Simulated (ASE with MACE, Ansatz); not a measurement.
# Σ9 (221)[1-10] symmetric tilt boundary in Mo (40 atoms): boundary energy

What is the boundary energy of this cell, counted against the bulk crystal, and how far does it hang on functional and mesh?

Calculated with Ansatz 0.2.0: Kohn-Sham DFT, PBE, PAW (set soft_2), plane waves; cutoff 420 eV, fermi-dirac smearing of 0.1 eV. Cutoffs: 420 eV for PBE and PBEsol; 500 eV for r2SCAN.

**The cells**

The cell holds 40 atoms: 40 Mo. Its edges and angles: a = 7.066 Å, b = 7.066 Å, c = 21.967 Å, α = 90.0°, β = 90.0°, γ = 36.9°. It derives from Mo. The starting structure: Two grains of Mo, one the mirror image of the other in the boundary plane, two boundaries a cell; of 4 trial joints (lateral shifts, openings, close atoms taken out) the lowest after a short relaxation with the MACE-MP-0b2 potential was kept (shift [0.5, 0.0] of the surface cell, opening 0.96 Å, one of each pair under 1.92 Å removed), then its atoms and the cell's length along the normal were relaxed with that potential. Lattice constants are starting values near those of PBE.

The bulk reference is Mo2 in a cell of 2 atoms, 15.777 Å³ an atom.

The input of the single point on the relaxed cell:

```yaml
crystal:
  lattice:
    - [7.06597, 0.0, 0.0]
    - [5.65278, 4.23958, 0.0]
    - [0.0, 0.0, 21.96667]
  atoms:
    - { symbol: Mo, position: [0.75872, 0.77968, 0.00405] }
    - { symbol: Mo, position: [0.16461, 0.1754, 0.01953] }
    - { symbol: Mo, position: [0.56711, 0.54234, 0.05138] }
    - { symbol: Mo, position: [0.94656, 0.94186, 0.06949] }
    [... 34 atom lines left out ...]
    - { symbol: Mo, position: [0.27984, 0.76903, 0.51953] }
    - { symbol: Mo, position: [0.68573, 0.16476, 0.50405] }
kpoints:
  mp_grid: { grid: [8, 8, 2] }
hamiltonian:
  xc: pbe
scf:
  occupations: { method: fermi_dirac, width: 0.1 }
output:
  forces: true
  stress: true
  populations: true
  dos:
    method: { smearing: { sigma: 0.08 } }
    de: 0.1
    projected:
      site_lists:
        Mo: [Mo]
        lower_grain: [... 20 sites ...]
        upper_grain: [... 20 sites ...]
  eigenvalues: true
  write_density: true
  write_potential: true
  volumetric_format: npy
```

```
                                            cell  formula                    k-mesh  relaxation steps  gain on relaxing (eV)  free energy, PBE (eV)  time of its runs on this page
Sigma9 (221)[1-10] symmetric tilt boundary in Mo     Mo40  8×8×2 (relaxed on 6×6×1)                 5                   1.15            -198232.585                           73 s
                                         bulk Mo      Mo2                  17×17×17                 -                      -              -9912.065                            8 s
```

**Boundary energy**

The excess is the cell's free energy less 20 times that of the bulk cell. It is divided by twice the area, as the cell holds two boundaries, so the value is their mean, and they need not be alike (29.96 Å²), with 1 eV/Å² = 16.022 J/m².

```
           level   k-mesh  excess (eV)  boundary energy (J/m²)  per area (meV/Å²)
             PBE    8×8×2        8.718                   2.331              145.5
PBE, denser mesh  11×11×2        8.717                   2.331              145.5
          r2SCAN    8×8×2        9.542                   2.552              159.3
          PBEsol    8×8×2        9.593                   2.565              160.1
```

Worked for the first row at PBE: (-198232.585) − 20 × (-9912.065) = 8.718 eV (from unrounded energies).

Then 8.718 / (2 × 29.96) × 16.022 = 2.331 J/m².

**Findings**

At PBE the boundary energy is 2.33 J/m². At the same geometries the levels give 2.33 (PBE) to 2.57 J/m² (PBEsol) and the denser mesh leaves it within 0.01 J/m². Relaxing the atoms lowered it by 0.309 J/m² from the start (on the 6×6×1 mesh of the relaxation), and the farthest atom moved 0.20 Å.

Limits: The cell edges were held, so the lattice is the typed one for every functional, and the length along the normal is the one that the machine-learned potential gave. Cell and bulk are sampled on unlike meshes, and the error grows with the number of atoms subtracted. These are free energies under a smearing of 0.1 eV, whose entropy term isn't removed. The joint was picked among a few trials by a machine-learned potential, and a lower one may exist. In some runs the program notes that positions were snapped to a detected symmetry.

[Logs are printed without paths, hosts, clocks, repeated set-up lines and the standing remarks that a program may print on its own settings, such as how far it seeks lower states.]

[Hosts, paths, dates, database ids (printed as entryN), source tags and the programs' standing remarks are cut or masked in the printed files.]
